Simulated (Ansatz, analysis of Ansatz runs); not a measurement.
# Migration barrier of interstitial H in fcc Cu, hop from an octahedral to the next tetrahedral site (LDA), part 2 of 2

Aim: the migration barrier of interstitial H in fcc Cu, hop from an octahedral to the next tetrahedral site, to be set beside the measurement. Set-up: LDA, 32-site cell, LDA lattice, 420 eV, k: 4x4x4 Gamma-centred. The model is a cell of 32 host atoms with 1 H put in. The barrier is the energy of the highest image of a climbing band over the relaxed site that the atom leaves. A local or semilocal functional is the cheapest first rung.

Ansatz 0.2.0; LDA, 32-site cell, LDA lattice, 420 eV, k: 4x4x4 Gamma-centred.

So far: The starting structure; Relaxation, charge 0.

**3. Nudged elastic band**

A band of images joins the two ends; its highest image climbs to the saddle, whose energy over the site left is the barrier.

This step: plane-wave PAW DFT, LDA; nudged elastic band between two relaxed defect structures at fixed charge.

Input file neb/input.yaml:

```yaml
crystal:
  lattice:
    - [7.03751015, 0.0, 0.0]
    - [0.0, 7.03751015, 0.0]
    - [0.0, 0.0, 7.03751015]
  atoms:
    - { symbol: Cu, position: [0.000365478, 0.0, 0.0] }
    - { symbol: Cu, position: [0.000997453, 0.249002547, 0.249002547] }
    - { symbol: Cu, position: [0.25, 0.0, 0.249634522] }
    - { symbol: Cu, position: [0.25, 0.249634522, 0.0] }
    - { symbol: Cu, position: [0.001176306, 0.0, 0.5] }
    - { symbol: Cu, position: [0.000997453, 0.249002547, 0.750997453] }
    - { symbol: Cu, position: [0.25, 0.0, 0.750365478] }
    - { symbol: Cu, position: [0.25, 0.248823694, 0.5] }
    - { symbol: Cu, position: [0.001176306, 0.5, 0.0] }
    - { symbol: Cu, position: [0.000997453, 0.750997453, 0.249002547] }
    - { symbol: Cu, position: [0.25, 0.5, 0.248823694] }
    - { symbol: Cu, position: [0.25, 0.750365478, 0.0] }
    - { symbol: Cu, position: [0.005967575, 0.5, 0.5] }
    - { symbol: Cu, position: [0.000997453, 0.750997453, 0.750997453] }
    - { symbol: Cu, position: [0.25, 0.5, 0.751176306] }
    - { symbol: Cu, position: [0.25, 0.751176306, 0.5] }
    - { symbol: Cu, position: [0.499634522, 0.0, 0.0] }
    - { symbol: Cu, position: [0.499002547, 0.249002547, 0.249002547] }
    - { symbol: Cu, position: [0.75, 0.0, 0.248823694] }
    - { symbol: Cu, position: [0.75, 0.248823694, 0.0] }
    - { symbol: Cu, position: [0.498823694, 0.0, 0.5] }
    - { symbol: Cu, position: [0.499002547, 0.249002547, 0.750997453] }
    - { symbol: Cu, position: [0.75, 0.0, 0.751176306] }
    - { symbol: Cu, position: [0.75, 0.244032425, 0.5] }
    - { symbol: Cu, position: [0.498823694, 0.5, 0.0] }
    - { symbol: Cu, position: [0.499002547, 0.750997453, 0.249002547] }
    - { symbol: Cu, position: [0.75, 0.5, 0.244032425] }
    - { symbol: Cu, position: [0.75, 0.751176306, 0.0] }
    - { symbol: Cu, position: [0.494032425, 0.5, 0.5] }
    - { symbol: Cu, position: [0.499002547, 0.750997453, 0.750997453] }
    - { symbol: Cu, position: [0.75, 0.5, 0.755967575] }
    - { symbol: Cu, position: [0.75, 0.755967575, 0.5] }
    - { symbol: H, position: [0.75, 0.5, 0.5] }
basis:
  ecutwfc: 420
  xc_grid: 2
hamiltonian:
  xc: lda
kpoints:
  mp_grid: { grid: [4, 4, 4] }
scf:
  occupations: { method: methfessel_paxton, width: 0.1 }
  max_iter: 120
output:
  forces: true
neb:
  images: 3
  f_tol: 0.04
  climbing: true
  initial_path: idpp
  max_iterations: 45
  order_check: false
  final_atoms:
    - { symbol: Cu, position: [-9.723e-05, -0.000918125, -0.000918125] }
    - { symbol: Cu, position: [0.007212589, 0.242787411, 0.242787411] }
[... 3 atom lines left out ...]
    - { symbol: Cu, position: [0.000279252, 0.249720748, 0.751933231] }
[... 3 atom lines left out ...]
    - { symbol: Cu, position: [0.000279252, 0.751933231, 0.249720748] }
[... 2 atom lines left out ...]
    - { symbol: Cu, position: [0.007212589, 0.508006062, 0.508006062] }
    - { symbol: Cu, position: [-9.723e-05, 0.751711598, 0.751711598] }
[... 3 atom lines left out ...]
    - { symbol: Cu, position: [0.498066769, 0.249720748, 0.249720748] }
[... 5 atom lines left out ...]
    - { symbol: Cu, position: [0.741993938, 0.242787411, 0.508006062] }
[... 2 atom lines left out ...]
    - { symbol: Cu, position: [0.741993938, 0.508006062, 0.242787411] }
[... 1 atom line left out ...]
    - { symbol: Cu, position: [0.498066769, 0.501072726, 0.501072726] }
[... 1 atom line left out ...]
    - { symbol: Cu, position: [0.748927274, 0.501072726, 0.751933231] }
    - { symbol: Cu, position: [0.748927274, 0.751933231, 0.501072726] }
    - { symbol: H, position: [0.874603263, 0.375396737, 0.375396737] }
```

On the command line:

```
> ansatz run input.yaml --threads 4 --pin off --max-ram 14131MiB --backend cpu --events-out ev --progress --plain --runs-dir out
```

Numbers of over 12 decimals in the logs are rounded to 6 here.

The log of the run:

```text
[...]
Warning: neb: disabling space-group detection — the band's intermediate images generally break the endpoint symmetry, so no spatial operation reduces the k-mesh or symmetrises the density, except that a semilocal band can use its path's symmetry ahead of [...]
[...]
NEB image 0
Crystal: 33 atoms, lattice volume = 348.544 Å³
Basis set: ecut = 420 eV, 6859 PW (Γ), exchange–correlation on 96×96×96 points (8 copies of the dense FFT grid, shifted against one another)
Bands: 366, of which v1, the nominal top of the filled ones, is band 305 counted from 1 (304 counted from 0)
Symmetry: 1 space group operations
k-points: 36 of 64 (time reversal used)
[...]
SCF iter   1: F=—  HF=-209798.541273 eV  |F-HF|=—  |Δ(HF+E_count)|=         —  Δρ=2.16e-2  dr2=6.90e-1  ethr=1.77e-3  ⟨swp⟩=5.0  Hψ=41406  notcnv=0  defer=758
[...]
SCF iter   9: F=-209798.344832 eV  HF=-209798.344832 eV  |F-HF|=3.28e-8  |Δ(HF+E_count)|=   8.11e-8  S|Δr|=    0.00e0  Δρ=2.44e-6  dr2=3.47e-8  ethr=1.64e-11  ⟨swp⟩=3.4  Hψ=36223  notcnv=0
SCF 1 converged in 9 iterations: F = -209798.344832 eV  dr2 = 3.47e-8
[...]
NSCF: frozen V_eff on 36 k-points
NEB image 4
SCF iter   1: F=—  HF=-209798.278990 eV  |F-HF|=—  |Δ(HF+E_count)|=         —  Δρ=2.12e-2  dr2=6.73e-1  ethr=1.77e-3  ⟨swp⟩=5.0  Hψ=42258  notcnv=0  defer=807
[...]
SCF iter  10: F=-209798.088014 eV  HF=-209798.088014 eV  |F-HF|=5.59e-9  |Δ(HF+E_count)|=   3.06e-8  S|Δr|=    0.00e0  Δρ=1.71e-6  dr2=9.45e-9  ethr=1.64e-11  ⟨swp⟩=3.8  Hψ=36229  notcnv=0
SCF 2 converged in 10 iterations: F = -209798.088014 eV  dr2 = 9.45e-9
[...]
NEB end point (image 0): max|allowed force component| = 4.838e-4 eV/Å (the criterion of neb.relax_end_points is 1.000e-2)
NEB end point (image 4): max|allowed force component| = 1.213e-3 eV/Å (the criterion of neb.relax_end_points is 1.000e-2)
NEB image 1
SCF iter   1: F=—  HF=-209798.340023 eV  |F-HF|=—  |Δ(HF+E_count)|=         —  Δρ=2.15e-2  dr2=6.85e-1  ethr=1.77e-3  ⟨swp⟩=5.0  Hψ=42510  notcnv=0  defer=839
[...]
SCF iter  10: F=-209798.144279 eV  HF=-209798.144279 eV  |F-HF|=1.04e-8  |Δ(HF+E_count)|=   2.54e-8  S|Δr|=    0.00e0  Δρ=1.93e-6  dr2=1.42e-8  ethr=1.64e-11  ⟨swp⟩=3.5  Hψ=36188  notcnv=0
SCF 3 converged in 10 iterations: F = -209798.144279 eV  dr2 = 1.42e-8
NEB image 2
SCF iter   1: F=—  HF=-209798.003774 eV  |F-HF|=—  |Δ(HF+E_count)|=         —  Δρ=2.13e-2  dr2=6.78e-1  ethr=1.77e-3  ⟨swp⟩=5.0  Hψ=42605  notcnv=0  defer=873
[...]
SCF iter  10: F=-209797.810518 eV  HF=-209797.810518 eV  |F-HF|=5.82e-9  |Δ(HF+E_count)|=   5.17e-8  S|Δr|=    0.00e0  Δρ=1.78e-6  dr2=1.13e-8  ethr=1.64e-11  ⟨swp⟩=2.0  Hψ=44966  notcnv=0
SCF 4 converged in 10 iterations: F = -209797.810518 eV  dr2 = 1.13e-8
NEB image 3
SCF iter   1: F=—  HF=-209798.037819 eV  |F-HF|=—  |Δ(HF+E_count)|=         —  Δρ=2.12e-2  dr2=6.71e-1  ethr=1.77e-3  ⟨swp⟩=5.0  Hψ=42281  notcnv=0  defer=854
[...]
SCF iter  10: F=-209797.847114 eV  HF=-209797.847114 eV  |F-HF|=4.63e-9  |Δ(HF+E_count)|=   5.14e-8  S|Δr|=    0.00e0  Δρ=1.64e-6  dr2=9.43e-9  ethr=1.64e-11  ⟨swp⟩=2.0  Hψ=44979  notcnv=0
SCF 5 converged in 10 iterations: F = -209797.847114 eV  dr2 = 9.43e-9
NEB iter   1: max|band force component| = 9.984e-1 eV/Å  barrier→ = 0.5343 eV  barrier← = 0.2775 eV  Δτ_max = 0.0613 Å  (49 SCF iters)
NEB image 1
[...]
iter 1 solved again at ethr=4.99e-7 eV; its pass at ethr=3.10e-3 eV (dr2=3.04e-3 eV) is discarded
[...]
SCF iter   8: F=-209798.177316 eV  HF=-209798.177316 eV  |F-HF|=7.47e-8  |Δ(HF+E_count)|=   6.29e-8  S|Δr|=    0.00e0  Δρ=3.30e-6  dr2=5.32e-8  ethr=1.64e-11  ⟨swp⟩=2.9  Hψ=47214  notcnv=0
SCF 6 converged in 8 iterations: F = -209798.177316 eV  dr2 = 5.32e-8
NEB image 2
[...]
SCF iter   8: F=-209797.900758 eV  HF=-209797.900758 eV  |F-HF|=1.21e-7  |Δ(HF+E_count)|=   1.33e-7  S|Δr|=    0.00e0  Δρ=3.62e-6  dr2=9.35e-8  ethr=1.64e-11  ⟨swp⟩=3.0  Hψ=54519  notcnv=0
SCF 7 converged in 8 iterations: F = -209797.900758 eV  dr2 = 9.35e-8
NEB image 3
[...]
SCF iter   8: F=-209797.918698 eV  HF=-209797.918698 eV  |F-HF|=1.05e-7  |Δ(HF+E_count)|=   8.84e-8  S|Δr|=    0.00e0  Δρ=3.72e-6  dr2=7.76e-8  ethr=1.64e-11  ⟨swp⟩=3.0  Hψ=54151  notcnv=0
SCF 8 converged in 8 iterations: F = -209797.918698 eV  dr2 = 7.76e-8
NEB iter   2: max|band force component| = 6.579e-1 eV/Å  barrier→ = 0.4441 eV  barrier← = 0.1873 eV  Δτ_max = 0.1906 Å  (24 SCF iters)
NEB image 1
[...]
SCF iter  10: F=-209798.192449 eV  HF=-209798.192449 eV  |F-HF|=2.38e-8  |Δ(HF+E_count)|=   1.59e-8  S|Δr|=    0.00e0  Δρ=2.45e-6  dr2=1.68e-8  ethr=1.64e-11  ⟨swp⟩=3.2  Hψ=35762  notcnv=0
SCF 9 converged in 10 iterations: F = -209798.192449 eV  dr2 = 1.68e-8
NEB image 2
[...]
SCF iter  10: F=-209797.915318 eV  HF=-209797.915318 eV  |F-HF|=4.67e-8  |Δ(HF+E_count)|=   2.63e-8  S|Δr|=    0.00e0  Δρ=3.67e-6  dr2=3.11e-8  ethr=1.64e-11  ⟨swp⟩=3.7  Hψ=38363  notcnv=0
SCF 10 converged in 10 iterations: F = -209797.915318 eV  dr2 = 3.11e-8
NEB image 3
[...]
SCF iter   9: F=-209797.965748 eV  HF=-209797.965748 eV  |F-HF|=1.03e-7  |Δ(HF+E_count)|=   1.14e-7  S|Δr|=    0.00e0  Δρ=3.50e-6  dr2=9.23e-8  ethr=1.64e-11  ⟨swp⟩=3.0  Hψ=48596  notcnv=0
SCF 11 converged in 9 iterations: F = -209797.965748 eV  dr2 = 9.23e-8
NEB iter   3: max|band force component| = 1.020e0 eV/Å  barrier→ = 0.4295 eV  barrier← = 0.1727 eV  Δτ_max = 0.0974 Å  (29 SCF iters)
[...]
NEB iter   4: max|band force component| = 3.285e-1 eV/Å  barrier→ = 0.3760 eV  barrier← = 0.1192 eV  CI = image 2  Δτ_max = 0.1643 Å  (26 SCF iters)
[...]
NEB iter   5: max|band force component| = 7.414e-2 eV/Å  barrier→ = 0.4049 eV  barrier← = 0.1481 eV  CI = image 2  Δτ_max = 0.0113 Å  (25 SCF iters)
NEB image 1
[...]
SCF iter   7: F=-209798.146760 eV  HF=-209798.146760 eV  |F-HF|=7.91e-8  |Δ(HF+E_count)|=   8.00e-9  S|Δr|=    0.00e0  Δρ=4.57e-6  dr2=5.20e-8  ethr=1.64e-11  ⟨swp⟩=3.4  Hψ=36577  notcnv=0
SCF 18 converged in 7 iterations: F = -209798.146760 eV  dr2 = 5.20e-8
NEB image 2
[...]
SCF iter   6: F=-209797.940922 eV  HF=-209797.940922 eV  |F-HF|=4.21e-8  |Δ(HF+E_count)|=   2.97e-8  S|Δr|=    0.00e0  Δρ=3.03e-6  dr2=3.95e-8  ethr=1.64e-11  ⟨swp⟩=4.0  Hψ=38616  notcnv=0
SCF 19 converged in 6 iterations: F = -209797.940922 eV  dr2 = 3.95e-8
NEB image 3
[...]
SCF iter   6: F=-209798.017492 eV  HF=-209798.017492 eV  |F-HF|=7.92e-8  |Δ(HF+E_count)|=   1.81e-7  S|Δr|=    0.00e0  Δρ=2.71e-6  dr2=7.86e-8  ethr=1.64e-11  ⟨swp⟩=3.0  Hψ=48667  notcnv=0
SCF 20 converged in 6 iterations: F = -209798.017492 eV  dr2 = 7.86e-8
NEB image 1
[...]
NEB image 3
[...]
NEB image 2
[...]
NEB iter   6: max|band force component| = 2.763e-2 eV/Å  barrier→ = 0.4039 eV  barrier← = 0.1471 eV  CI = image 2  Δτ_max = 0.0000 Å  (19 SCF iters)
SCF converged after 6 iterations
[...]
Free energy (F): -209797.940922 eV
[...]
Internal energy: -209797.939835 eV  (E = F + TS)
E sigma→0 (E₀):  -209797.940650 eV
Entropy (-TS):   -0.001086 eV (-0.033 meV/atom)
Fermi energy:    18.210207 eV
[...]
--- Forces (eV/Å), atoms counted from 1 ---
  atom   1  Cu     0.00056974     0.00383088     0.00640394
  atom   2  Cu    -0.01809569     0.01825598     0.01465527
  [... 3 atoms left out ...]
  atom   6  Cu     0.00175074    -0.00294849    -0.00435521
  [... 3 atoms left out ...]
  atom  10  Cu     0.00127398    -0.00998058     0.00023805
  [... 2 atoms left out ...]
  atom  13  Cu     0.00635050    -0.01557862     0.01078483
  atom  14  Cu     0.00111025     0.00389434     0.00050740
  [... 9 atoms left out ...]
  atom  24  Cu     0.01360361     0.00170412     0.00217133
  [... 2 atoms left out ...]
  atom  27  Cu    -0.00877518    -0.00266821    -0.01595951
  [... 1 atom left out ...]
  atom  29  Cu     0.00308319    -0.00124043    -0.00116080
  [... 1 atom left out ...]
  atom  31  Cu    -0.00191712     0.00117116     0.00632789
  atom  32  Cu     0.00130887    -0.00557651    -0.00204669
  atom  33  H     -0.00237767     0.00734647    -0.00113395
  max |Σ_I F_I| component: 3.20e-5 eV/Å
--- Band table (eV; the first three rows and the last of 36) ---
[...]
[... further k-points left out ...]
this run last wrote the band of iteration 6 to <dir>
--- NEB band (5 images, 6 band iterations, 172 SCF iterations) ---
  forward barrier  = 0.403910 eV
  backward barrier = 0.147093 eV
  lagrangian_above_aufbau_ev (what the smearing adds, to first order; not taken off the barriers): saddle image -0.000998 eV, end points -0.003978 and +0.000125 eV
  climbing image's point = of an order that was not read
  energies are F+E_penalty+E_count in eV, relative to image 0
  image     s (Å)  Δ vs image 0  max|band force component| (eV/Å)
      0    0.0000      0.000000                                 —
      1    0.4771      0.198072                          2.034e-2
  *   2    0.9542      0.403910                          1.836e-2
      3    1.2611      0.327340                          2.763e-2
      4    1.5681      0.256817                                 —
  climbing-image geometry (image 2):
  cell:  # Å, volume = 348.5436 Å³
    - [7.03751015, 0.0, 0.0]
    - [0.0, 7.03751015, 0.0]
    - [0.0, 0.0, 7.03751015]
  atoms:
    - { symbol: Cu, position: [-0.000848, 0.002527, 0.002263] }
    - { symbol: Cu, position: [-0.003201, 0.253134, 0.253420] }
    - { symbol: Cu, position: [0.247669, 0.002412, 0.250724] }
    - { symbol: Cu, position: [0.247515, 0.250922, 0.002302] }
    - { symbol: Cu, position: [0.000786, -0.001576, 0.500845] }
    - { symbol: Cu, position: [0.000648, 0.249419, 0.750526] }
    - { symbol: Cu, position: [0.249072, 0.000923, 0.752044] }
    - { symbol: Cu, position: [0.251567, 0.249380, 0.500800] }
    - { symbol: Cu, position: [0.000583, 0.500734, -0.001522] }
    - { symbol: Cu, position: [0.000830, 0.751162, 0.249066] }
    - { symbol: Cu, position: [0.251561, 0.500843, 0.249096] }
    - { symbol: Cu, position: [0.249214, 0.751935, 0.000796] }
    - { symbol: Cu, position: [0.015003, 0.509032, 0.507945] }
    - { symbol: Cu, position: [0.000849, 0.752613, 0.752710] }
    - { symbol: Cu, position: [0.252214, 0.500682, 0.752991] }
    - { symbol: Cu, position: [0.252431, 0.753037, 0.500702] }
    - { symbol: Cu, position: [0.498048, 0.000831, 0.000843] }
    - { symbol: Cu, position: [0.499033, 0.249286, 0.249119] }
    - { symbol: Cu, position: [0.749139, -0.001566, 0.249030] }
    - { symbol: Cu, position: [0.749294, 0.249518, -0.001507] }
    - { symbol: Cu, position: [0.496769, -0.002468, 0.500732] }
    - { symbol: Cu, position: [0.497295, 0.249191, 0.752785] }
    - { symbol: Cu, position: [0.749307, -0.002305, 0.753214] }
    - { symbol: Cu, position: [0.740990, 0.234491, 0.508314] }
    - { symbol: Cu, position: [0.497400, 0.500630, -0.002214] }
    - { symbol: Cu, position: [0.497462, 0.752519, 0.249076] }
    - { symbol: Cu, position: [0.741972, 0.508444, 0.235763] }
    - { symbol: Cu, position: [0.749378, 0.752629, -0.002286] }
    - { symbol: Cu, position: [0.497950, 0.500360, 0.500312] }
    - { symbol: Cu, position: [0.499920, 0.750016, 0.750238] }
    - { symbol: Cu, position: [0.749785, 0.500237, 0.751430] }
    - { symbol: Cu, position: [0.749613, 0.752341, 0.500370] }
    - { symbol: H, position: [0.826709, 0.422715, 0.424118] }
```

Run time: 1.6 h. Hardware: 4 threads of Arm Neoverse V1, shared host; peak memory 10 GiB; 6.5 h of CPU time.

The path, image by image:

```
image  path (Å)  energy (eV)     H33: x, y, z (Å)
    0     0.000       0.0000  5.278, 3.519, 3.519
    1     0.477       0.1981  5.547, 3.246, 3.256
    2     0.954       0.4039  5.818, 2.975, 2.985
    3     1.261       0.3273  5.997, 2.797, 2.804
    4     1.568       0.2568  6.155, 2.642, 2.642
```

Numbers from this step:

```yaml
free_energy: -209797.9409 eV
smearing_term_ts: 0.001086 eV
barrier_forward: 0.4039 eV
barrier_backward: 0.1471 eV
```

**4. Summary of results**

| Quantity | Value |
| --- | --- |
| migration barrier (saddle less minimum) | 0.40 eV |
| energy difference of the two ends | 0.26 eV |
| length of the hop | 1.52 Å |
| time of the whole chain | 1.7 h on 4 threads |

In words: Migration barrier: computed 0.40 eV, measured 0.375 eV; 0.03 eV above the measurement. The measured number is an Arrhenius activation energy of long-range diffusion; for H it holds zero-point energy, and trapping at vacancies and dislocations can raise it. One hop between neighbouring sites is computed at the host's lattice. Limits: the periodic copies of the defect are only 7.0 Å apart.

[Logs are printed without paths, hosts, clocks, repeated set-up lines and the standing remarks that a program may print on its own settings, such as how far it seeks lower states.]

[Hosts, paths, dates, database ids (printed as entryN), source tags and the programs' standing remarks are cut or masked in the printed files.]

[For some hosts the program warned that the k-mesh of the response run may be too coarse for force constants and the static dielectric constant; such warnings are not shown here.]
